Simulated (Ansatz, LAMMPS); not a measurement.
# Elastic response of amorphous SiO1.7 (154 atoms)

How stiff is amorphous SiO1.7 (154 atoms)?

Main program and level: Ansatz 0.2.0; Kohn-Sham DFT, PBE, PAW (set soft_1), plane waves.

### 1. The starting structure

The cell holds 154 atoms: 57 Si and 97 O. Cell: a = 13.312 Å, b = 13.312 Å, c = 13.312 Å, α = 90.0°, β = 90.0°, γ = 90.0°. 154 atoms (57 Si, 97 O) placed at random at 2.22 g/cm³, melted at 5000 K for 10 ps at fixed volume with the Tersoff Si-O potential (Munetoh et al., Comput. Mater. Sci. 39, 334 (2007)). Quenched from 5000 K to 100 K at 30 K/ps and fixed volume, held 5 ps.

Limits known from the start: The quench rate of 30 K/ps is many orders above laboratory rates, so the cell is likely richer in defects and strain than a real sample. The network of bonds at the start is that of the classical potential that made the cell, and needn't be the one that DFT or experiment would give. Only the Γ point is sampled.

### 2. Single point at the start

The forces at the start show how far the geometry lies from a minimum of this functional.

The input, input.yaml:

```yaml
crystal:
  lattice:
    - [13.3125, 0.0, 0.0]
    - [0.0, 13.3125, 0.0]
    - [0.0, 0.0, 13.3125]
  atoms:
    - { symbol: Si, position: [0.21017, 0.18469, 0.90732] }
    - { symbol: Si, position: [0.89052, 0.23286, 0.79042] }
    - { symbol: Si, position: [0.76933, 0.04988, 0.17191] }
    - { symbol: Si, position: [0.92302, 0.59958, 0.5386] }
    - { symbol: Si, position: [0.55826, 0.15748, 0.64553] }
    - { symbol: Si, position: [0.05465, 0.15419, 0.08981] }
    - { symbol: Si, position: [0.19012, 0.54398, 0.16365] }
    - { symbol: Si, position: [0.3342, 0.07006, 0.08302] }
    - { symbol: Si, position: [0.73945, 0.93106, 0.37714] }
    - { symbol: Si, position: [0.31538, 0.39981, 0.8573] }
    - { symbol: Si, position: [0.75913, 0.08927, 0.5544] }
    - { symbol: Si, position: [0.0486, 0.61788, 0.34013] }
    - { symbol: Si, position: [0.47572, 0.37466, 0.24608] }
    - { symbol: Si, position: [0.54714, 0.41047, 0.82349] }
    - { symbol: Si, position: [0.683, 0.33026, 0.12257] }
    - { symbol: Si, position: [0.33542, 0.91131, 0.83331] }
    - { symbol: Si, position: [0.54927, 0.88482, 0.26834] }
    - { symbol: Si, position: [0.04774, 0.3862, 0.88061] }
    - { symbol: Si, position: [0.7256, 0.08531, 0.76833] }
    - { symbol: Si, position: [0.95061, 0.15288, 0.42286] }
    - { symbol: Si, position: [0.98975, 0.6493, 0.11142] }
    - { symbol: Si, position: [0.56478, 0.59895, 0.69052] }
    - { symbol: Si, position: [0.9162, 0.36922, 0.59796] }
    - { symbol: Si, position: [0.26882, 0.90365, 0.06647] }
    - { symbol: Si, position: [0.0844, 0.12222, 0.7079] }
    - { symbol: Si, position: [0.51995, 0.05337, 0.84714] }
    - { symbol: Si, position: [0.39141, 0.46953, 0.6611] }
    - { symbol: Si, position: [0.22869, 0.51945, 0.46994] }
    - { symbol: Si, position: [0.89478, 0.25082, 0.2142] }
    - { symbol: Si, position: [0.40123, 0.66598, 0.55296] }
    - { symbol: Si, position: [0.3584, 0.26359, 0.58] }
    - { symbol: Si, position: [0.04484, 0.91673, 0.58038] }
    [... 116 atom lines left out ...]
    - { symbol: O, position: [0.43415, 0.86099, 0.29822] }
    - { symbol: O, position: [0.37942, 0.67693, 0.28927] }
    - { symbol: O, position: [0.1638, 0.12801, 0.80476] }
    - { symbol: O, position: [0.85541, 0.88894, 0.37756] }
    - { symbol: O, position: [0.03251, 0.327, 0.57811] }
    - { symbol: O, position: [0.74395, 0.82425, 0.62197] }
kpoints:
  mp_grid: { grid: [1, 1, 1] }
hamiltonian:
  xc: pbe
  pseudopotentials: { kind: paw, azcp: { folder: soft_1 } }
scf:
  occupations: { method: gaussian, width: 0.025 }
output:
  forces: true
```

On the command line:

```sh
$ ansatz run input.yaml --threads 4 --pin off --max-ram 15872MiB --backend cpu --events-out ev --progress --plain --runs-dir out
```

Numbers of over 12 decimals in the logs are rounded to 6 here.

The log of the run:

```text
[...]
Pseudopotentials: kind: paw
Pseudopotential: Si, paw, valence charge 4, recommended cutoff 420 eV (normal), soft_1/Si.paw.azcp
Pseudopotential: O, paw, valence charge 6, recommended cutoff 420 eV (normal), soft_1/O.paw.azcp
[... 5 lines on functional and potentials left out ...]
Crystal: 154 atoms, lattice volume = 2359.277 Å³
Basis set: ecut = 420 eV, 46297 PW (Γ), exchange–correlation on 180×180×180 points (8 copies of the dense FFT grid, shifted against one another)
Bands: 559, of which v1, the nominal top of the filled ones, is band 405 counted from 1 (404 counted from 0)
Symmetry: 1 space group operations
Space group: P1 (ITA 1), of the structure as read, at distance tolerance 1.3e-4 Å
k-points: 1
[... 5 lines on functional and potentials left out ...]
Initial density: superposition of atomic densities (chi_scale 0.1, normalization cell, long waves kept (reshape's long-wave potential 0.55 eV rms))
Initial wavefunctions: pseudopotential atomic-orbital guess
[...]
SCF iter   1: F=—  HF=-91432.144259 eV  |F-HF|=—  |Δ(HF+E_count)|=         —  Δρ=1.09e-1  dr2=3.18e2  ethr=3.10e-3  ⟨swp⟩=6.0  Hψ=2541  notcnv=0  defer=96
preconditioner: auto → Resta (q_TF=auto, 2.283 Å⁻¹)  ε∞=3.3  [insulator: Δε(μ)=0.146 eV  Ē_g=12.584 eV  σ=0.025 eV  W_gap=1.00  n_scr=460 (ndim 8)  ℏωp=19.0 eV  f_vac=0.147  D(μ)=0.02/eV (n_scr^D=0)  ε∞_Penn≈3.3]
SCF iter   2: F=—  HF=-91366.324209 eV  |F-HF|=—  |Δ(HF+E_count)|=    6.58e1  Δρ=4.61e-2  dr2=1.11e2  ethr=3.10e-3  ⟨swp⟩=5.0  Hψ=1370  notcnv=0  defer=148
preconditioner: auto → LDOS  [insulator: Δε(μ)=0.090 eV  Ē_g=11.599 eV  σ=0.025 eV  W_gap=0.99  n_scr=460 (ndim 8)  ℏωp=19.0 eV  f_vac=0.156  D(μ)=3.55/eV (n_scr^D=6)  ε∞_Penn≈3.7  β→1.0]
SCF iter   3: F=—  HF=-91363.743355 eV  |F-HF|=—  |Δ(HF+E_count)|=    2.58e0  Δρ=2.98e-2  dr2=1.06e2  ethr=3.10e-3  ⟨swp⟩=5.0  Hψ=887  notcnv=0  defer=59
automatic band count: iteration 3 solves 469 bands in place of 559: the levels show a gap, and the empty bands left out lie too high to hold charge; the band table lists the bands solved (type scf.n_extra_bands for more)
SCF iter   4: F=—  HF=-91357.168890 eV  |F-HF|=—  |Δ(HF+E_count)|=    6.57e0  Δρ=1.16e-2  dr2=8.81e0  ethr=3.10e-3  ⟨swp⟩=5.0  Hψ=894  notcnv=0  defer=57
SCF iter   5: F=—  HF=-91355.943085 eV  |F-HF|=—  |Δ(HF+E_count)|=    1.23e0  Δρ=5.70e-3  dr2=1.62e0  ethr=1.09e-3  ⟨swp⟩=3.0  Hψ=573  notcnv=0  defer=57
[...]
SCF iter  29: F=—  HF=-91355.783380 eV  |F-HF|=—  |Δ(HF+E_count)|=   3.63e-8  Δρ=1.55e-6  dr2=1.32e-7  ethr=4.68e-11  ⟨swp⟩=2.0  Hψ=698  notcnv=0  defer=57
SCF iter  30: F=-91355.783380 eV  HF=-91355.783380 eV  |F-HF|=4.59e-8  |Δ(HF+E_count)|=   3.74e-9  Δρ=1.14e-6  dr2=6.60e-8  ethr=1.23e-11  ⟨swp⟩=4.0  Hψ=1491  notcnv=0
SCF 1 converged in 30 iterations: F = -91355.783380 eV  dr2 = 6.60e-8
[...]
SCF converged after 30 iterations
Free energy (F): -91355.783380 eV
Harris-Foulkes:  -91355.783380 eV  (|F-HF|=4.59e-8)
Internal energy: -91355.760462 eV  (E = F + TS)
E sigma→0 (E₀):  -91355.771921 eV
Entropy (-TS):   -0.022918 eV (-0.149 meV/atom)
Fermi energy:    6.180099 eV
--- Per-component energies (eV) ---
[...]
Σ components = -91355.783380   (vs F -91355.783380, Δ=0.00e0)
--- Forces (eV/Å), atoms counted from 1 ---
  atom   1  Si     0.50943438    -0.91253839     0.18337368
  atom   2  Si     2.30614535     2.24276245    -0.45161418
  atom   3  Si    -0.11983960     0.38644353    -0.87589023
  atom   4  Si     0.55729641     0.53977609    -1.03040520
[...]
atom 154  O     -0.12140905    -0.01557196    -0.11225024
  max |Σ_I F_I| component: 8.36e-5 eV/Å
```

It took 68 s on 4 threads of Arm Neoverse V2, shared host; peak memory 3.2 GiB.

The r.m.s. force at the start is 1.3 eV/Å.

### 3. Cell and atoms relaxed

The cell is relaxed with the atoms, since the starting lattice needn't suit this functional.

The input, input.yaml:

```yaml
crystal:
  lattice:
    - [13.3125, 0.0, 0.0]
    - [0.0, 13.3125, 0.0]
    - [0.0, 0.0, 13.3125]
  atoms:
    [... the 154 atom lines of step 2 ...]
kpoints:
  mp_grid: { grid: [1, 1, 1] }
hamiltonian:
  xc: pbe
  pseudopotentials: { kind: paw, azcp: { folder: soft_1 } }
scf:
  occupations: { method: gaussian, width: 0.025 }
output:
  forces: true
relax:
  f_tol: 0.05
  max_steps: 150
  cell: {}
```

The log of the run:

```text
[...]
Pseudopotentials: kind: paw
Pseudopotential: Si, paw, valence charge 4, recommended cutoff 420 eV (normal), soft_1/Si.paw.azcp
Pseudopotential: O, paw, valence charge 6, recommended cutoff 420 eV (normal), soft_1/O.paw.azcp
[... 5 lines on functional and potentials left out ...]
Crystal: 154 atoms, lattice volume = 2359.277 Å³
Basis set: ecut = 420 eV, 46297 PW (Γ), exchange–correlation on 180×180×180 points (8 copies of the dense FFT grid, shifted against one another)
Bands: 559, of which v1, the nominal top of the filled ones, is band 405 counted from 1 (404 counted from 0)
Symmetry: 1 space group operations
Space group: P1 (ITA 1), of the structure as read, at distance tolerance 1.3e-4 Å
k-points: 1
[... 5 lines on functional and potentials left out ...]
Initial density: superposition of atomic densities (chi_scale 0.1, normalization cell, long waves kept (reshape's long-wave potential 0.55 eV rms))
Initial wavefunctions: pseudopotential atomic-orbital guess
[...]
SCF iter   1: F=—  HF=-91432.144259 eV  |F-HF|=—  |Δ(HF+E_count)|=         —  Δρ=1.09e-1  dr2=3.18e2  ethr=3.10e-3  ⟨swp⟩=6.0  Hψ=2541  notcnv=0  defer=96
preconditioner: auto → Resta (q_TF=auto, 2.283 Å⁻¹)  ε∞=3.3  [insulator: Δε(μ)=0.146 eV  Ē_g=12.584 eV  σ=0.025 eV  W_gap=1.00  n_scr=460 (ndim 8)  ℏωp=19.0 eV  f_vac=0.147  D(μ)=0.02/eV (n_scr^D=0)  ε∞_Penn≈3.3]
[...]
SCF iter  28: F=—  HF=-91355.783380 eV  |F-HF|=—  |Δ(HF+E_count)|=   1.30e-8  Δρ=1.89e-6  dr2=2.67e-7  ethr=2.97e-11  ⟨swp⟩=2.0  Hψ=425  notcnv=0  defer=147
SCF iter  29: F=-91355.783380 eV  HF=-91355.783380 eV  |F-HF|=3.64e-8  |Δ(HF+E_count)|=  9.60e-10  Δρ=1.04e-6  dr2=5.74e-8  ethr=1.23e-11  ⟨swp⟩=3.0  Hψ=1598  notcnv=0
SCF 1 converged in 29 iterations: F = -91355.783380 eV  dr2 = 5.74e-8
[...]
relax step   1: F+E_penalty+E_count = -91355.78338003 eV  Δ(F+E_penalty+E_count) = +0.000e0 eV  max|allowed force component| = 5.064e0 eV/Å  Δτ_max = 0.0000 Å  P = +2.340 GPa  Ω = 2359.277 Å³  (29 SCF iters, dr2 threshold 1.00e-7 eV, accepted)
[... from here on, the SCF cycles and remarks between the steps are left out, and one step in 5 is shown ...]
relax step   2: F+E_penalty+E_count = -91367.52090244 eV  Δ(F+E_penalty+E_count) = -1.174e1 eV  max|allowed force component| = 4.032e0 eV/Å  Δτ_max = 0.1996 Å  P = +0.979 GPa  Ω = 2369.535 Å³  energy of the carried Pulay correction = -1.683e-2 eV  (17 SCF iters, dr2 threshold 1.54e-5 eV, accepted)
relax step   5: F+E_penalty+E_count = -91389.01634395 eV  Δ(F+E_penalty+E_count) = -5.127e0 eV  max|allowed force component| = 2.963e0 eV/Å  Δτ_max = 0.1975 Å  P = -0.913 GPa  Ω = 2347.743 Å³  energy of the carried Pulay correction = +1.901e-2 eV  (20 SCF iters, dr2 threshold 1.54e-5 eV, accepted)
[...]
relax step  40: F+E_penalty+E_count = -91406.40875773 eV  Δ(F+E_penalty+E_count) = -2.417e-2 eV  max|allowed force component| = 1.922e-1 eV/Å  Δτ_max = 0.1308 Å  P = +0.012 GPa  Ω = 2247.316 Å³  energy of the carried Pulay correction = +1.885e-1 eV  (7 SCF iters, dr2 threshold 3.88e-6 eV, accepted)
[...]
relax step  80: F+E_penalty+E_count = -91407.92171117 eV  Δ(F+E_penalty+E_count) = -2.267e-2 eV  max|allowed force component| = 1.194e-1 eV/Å  Δτ_max = 0.0518 Å  P = -0.027 GPa  Ω = 2260.885 Å³  energy of the carried Pulay correction = +1.652e-1 eV  (7 SCF iters, dr2 threshold 9.98e-7 eV, accepted)
relax step  85: F+E_penalty+E_count = -91407.99164852 eV  Δ(F+E_penalty+E_count) = -9.407e-3 eV  max|allowed force component| = 6.922e-2 eV/Å  Δτ_max = 0.0571 Å  P = +0.017 GPa  Ω = 2258.564 Å³  energy of the carried Pulay correction = +1.692e-1 eV  (8 SCF iters, dr2 threshold 4.99e-7 eV, accepted)
relax step  90: F+E_penalty+E_count = -91408.05213294 eV  Δ(F+E_penalty+E_count) = -1.759e-2 eV  max|allowed force component| = 3.272e-1 eV/Å  Δτ_max = 0.1949 Å  P = -0.048 GPa  Ω = 2259.182 Å³  energy of the carried Pulay correction = +1.681e-1 eV  (9 SCF iters, dr2 threshold 1.13e-6 eV, accepted)
relax step  95: F+E_penalty+E_count = -91408.22024811 eV  Δ(F+E_penalty+E_count) = -2.827e-2 eV  max|allowed force component| = 1.433e-1 eV/Å  Δτ_max = 0.0978 Å  P = -0.012 GPa  Ω = 2256.725 Å³  energy of the carried Pulay correction = +1.723e-1 eV  (13 SCF iters, accepted)
relax step  96: F+E_penalty+E_count = -91408.23455141 eV  Δ(F+E_penalty+E_count) = -1.430e-2 eV  max|allowed force component| = 1.222e-1 eV/Å  Δτ_max = 0.0969 Å  P = -0.016 GPa  Ω = 2256.853 Å³  energy of the carried Pulay correction = +1.721e-1 eV  (8 SCF iters, dr2 threshold 1.28e-6 eV, accepted)
[...]
Step cancelled. What follows is not a result of the run: it is the report of the last solve that finished, which converged after 8 SCF iterations.
Free energy (F): -91408.234551 eV
Harris-Foulkes:  -91408.234551 eV  (|F-HF|=1.62e-8)
Internal energy: -91408.234551 eV  (E = F + TS)
E sigma→0 (E₀):  -91408.234551 eV
Entropy (-TS):   -0.000000 eV (-0.000 meV/atom)
Fermi energy:    5.399151 eV
--- Per-component energies (eV) ---
[...]
Σ components = -91408.234551   (vs F -91408.234551, Δ=0.00e0)
--- Forces (eV/Å), atoms counted from 1 ---
  atom   1  Si    -0.00612518    -0.00491138     0.00129663
  atom   2  Si     0.06085400    -0.01285102    -0.01682185
  atom   3  Si     0.03056096     0.00818818    -0.05017809
  atom   4  Si     0.06945402     0.05293047     0.04821383
[...]
atom 154  O      0.04886969     0.00364558    -0.01352256
  max |Σ_I F_I| component: 2.24e-4 eV/Å
--- Stress (GPa, compression-positive) ---
       -0.274861      -0.021439      -0.008497
       -0.021439      -0.298539       0.008162
       -0.008500       0.008164      -0.299450
  P = ⅓ Tr σ = -0.2910 GPa (-2.910 kbar)
--- Band table (eV) ---
  k-point 0: bands = ["-19.2062", "-18.5523", "-17.9188", "-17.8883", [... 543 levels ...], "12.3549", "12.3858", "12.4209", "12.4624", "12.4893", "12.5092", "12.5248", "12.5437", "12.5567", "12.5959", "12.6119", "12.6541"]
End of that report.
Error: SIGTERM received: cancelled by the caller after 1 completed SCF iterations
```

Wall time 54 min (4 threads); peak memory 3.4 GiB.

The relaxation was stopped at its limit after 96 steps, with a largest force component of 0.12 eV/Å.

### 4. Single point at the relaxed geometry

The electronic structure is read at the final geometry, in a run of its own.

The input, input.yaml:

```yaml
crystal:
  lattice:
    - [13.1329, 0.08666, -0.03561]
    - [0.08666, 13.25498, 0.10092]
    - [-0.03561, 0.10092, 12.96616]
  atoms:
    - { symbol: Si, position: [0.1822, 0.22914, 0.9151] }
    - { symbol: Si, position: [0.88878, 0.22939, 0.75231] }
    - { symbol: Si, position: [0.75203, 0.01368, 0.1485] }
    - { symbol: Si, position: [0.93575, 0.59332, 0.52899] }
    - { symbol: Si, position: [0.54348, 0.16863, 0.62175] }
    - { symbol: Si, position: [0.02973, 0.16712, 0.09259] }
    [... 142 atom lines left out ...]
    - { symbol: O, position: [0.42398, 0.87624, 0.33258] }
    - { symbol: O, position: [0.38441, 0.68106, 0.30417] }
    - { symbol: O, position: [0.15917, 0.15021, 0.80982] }
    - { symbol: O, position: [0.86553, 0.85814, 0.38026] }
    - { symbol: O, position: [0.05668, 0.3395, 0.55193] }
    - { symbol: O, position: [0.77124, 0.803, 0.59397] }
kpoints:
  mp_grid: { grid: [1, 1, 1] }
hamiltonian:
  xc: pbe
  pseudopotentials: { kind: paw, azcp: { folder: soft_1 } }
scf:
  occupations: { method: gaussian, width: 0.025 }
output:
  forces: true
  stress: true
  populations: true
  dos:
    method: { smearing: { sigma: 0.15 } }
    de: 0.1
    projected: { site_lists: { O: [O], Si: [Si] } }
  eigenvalues: true
  write_density: true
  write_potential: true
  volumetric_format: npy
```

The log of the run:

```text
[...]
Crystal: 154 atoms, lattice volume = 2256.853 Å³
Basis set: ecut = 420 eV, 44087 PW (Γ), exchange–correlation on 180×180×180 points (8 copies of the dense FFT grid, shifted against one another)
Bands: 559, of which v1, the nominal top of the filled ones, is band 405 counted from 1 (404 counted from 0)
Symmetry: 1 space group operations
[...]
k-points: 1
[...]
SCF iter   1: F=—  HF=-91480.812095 eV  |F-HF|=—  |Δ(HF+E_count)|=         —  Δρ=1.10e-1  dr2=2.65e2  ethr=3.10e-3  ⟨swp⟩=6.0  Hψ=2514  notcnv=0  defer=103
[...]
SCF iter  14: F=-91408.091794 eV  HF=-91408.091794 eV  |F-HF|=5.11e-9  |Δ(HF+E_count)|=   1.85e-9  Δρ=9.49e-7  dr2=1.72e-8  ethr=1.23e-11  ⟨swp⟩=10.0  Hψ=3854  notcnv=0
SCF 1 converged in 14 iterations: F = -91408.091794 eV  dr2 = 1.72e-8
[...]
WARN: The input density's exchange-correlation potential varies sharply where the density is thin. Do not read a vacuum level from v_tot or v_xc, or from such a field of the output density. On a cell that repeats whose density bears no net charge and no dipole along the vacuum's axis use v_es (v_loc + v_h of the components); [...]
SCF converged after 14 iterations
Free energy (F): -91408.091794 eV
[...]
Internal energy: -91408.091793 eV  (E = F + TS)
E sigma→0 (E₀):  -91408.091794 eV
Entropy (-TS):   -0.000001 eV (-0.000 meV/atom)
Fermi energy:    5.398996 eV
[...]
--- Forces (eV/Å), atoms counted from 1 ---
  atom   1  Si    -0.00564788    -0.00635871     0.00025444
  atom   2  Si     0.06258241    -0.01228956    -0.01922419
  atom   3  Si     0.02716570     0.00467452    -0.05124619
  atom   4  Si     0.07225177     0.05541173     0.05235735
  atom   5  Si    -0.06791769     0.06605798    -0.02627584
  atom   6  Si     0.02180030     0.00486145    -0.01350770
  atom   7  Si     0.03202021     0.00409162     0.03879908
  atom   8  Si    -0.00629057    -0.00417246    -0.01825093
  atom   9  Si    -0.00398125     0.00327708    -0.02961897
  atom  10  Si    -0.00928198     0.00517507     0.03946750
  atom  11  Si     0.03892172     0.06840552    -0.03861926
  atom  12  Si     0.05037991     0.00268949    -0.00907710
  atom  13  Si    -0.00466414    -0.00559645     0.02739106
  atom  14  Si    -0.00739649     0.05819672    -0.01087275
[...]
atom 153  O      0.03305992     0.01404092     0.02398463
  atom 154  O      0.04785420     0.00287306    -0.01425744
  max |Σ_I F_I| component: 3.29e-5 eV/Å
--- Stress (GPa, compression-positive) ---
       -0.108538      -0.003330      -0.014169
       -0.003330      -0.104626       0.028003
       -0.014172       0.028006      -0.162832
  P = ⅓ Tr σ = -0.1253 GPa (-1.253 kbar)
--- Band table (eV) ---
[...]
--- Löwdin populations: 154 sites ---
  site symbol       q [e]
     0     Si      2.6100
     1     Si      2.3231
     2     Si      2.2915
[...]
153      O      6.7457
  spilling = 0.014073 (of n_electrons = 810.000000)
```

Elapsed: 74 s, on 4 threads; peak memory 3.2 GiB; 4.8 min of CPU time.

The program notes that the exchange-correlation potential is rough where the density is thin.

The run gave:

```
free energy                                      : -91408.0918 eV
free energy per atom                             : -593.5590 eV/atom
SCF cycles                                       : 14
pressure                                         : -0.1253 GPa
r.m.s. force component                           : 0.02674 eV/Å
longest force                                    : 0.1543 eV/Å
Fermi energy                                     : 5.399 eV
gap (highest filled to lowest empty level) : 0.165 eV
spilling of the projection                       : 0.01407
```

[end of part 1 of 3]

[Logs are printed without paths, hosts, clocks, repeated set-up lines and the standing remarks that a program may print on its own settings, such as how far it seeks lower states.]

[Hosts, paths, dates, database ids (printed as entryN), source tags and the programs' standing remarks are cut or masked in the printed files.]
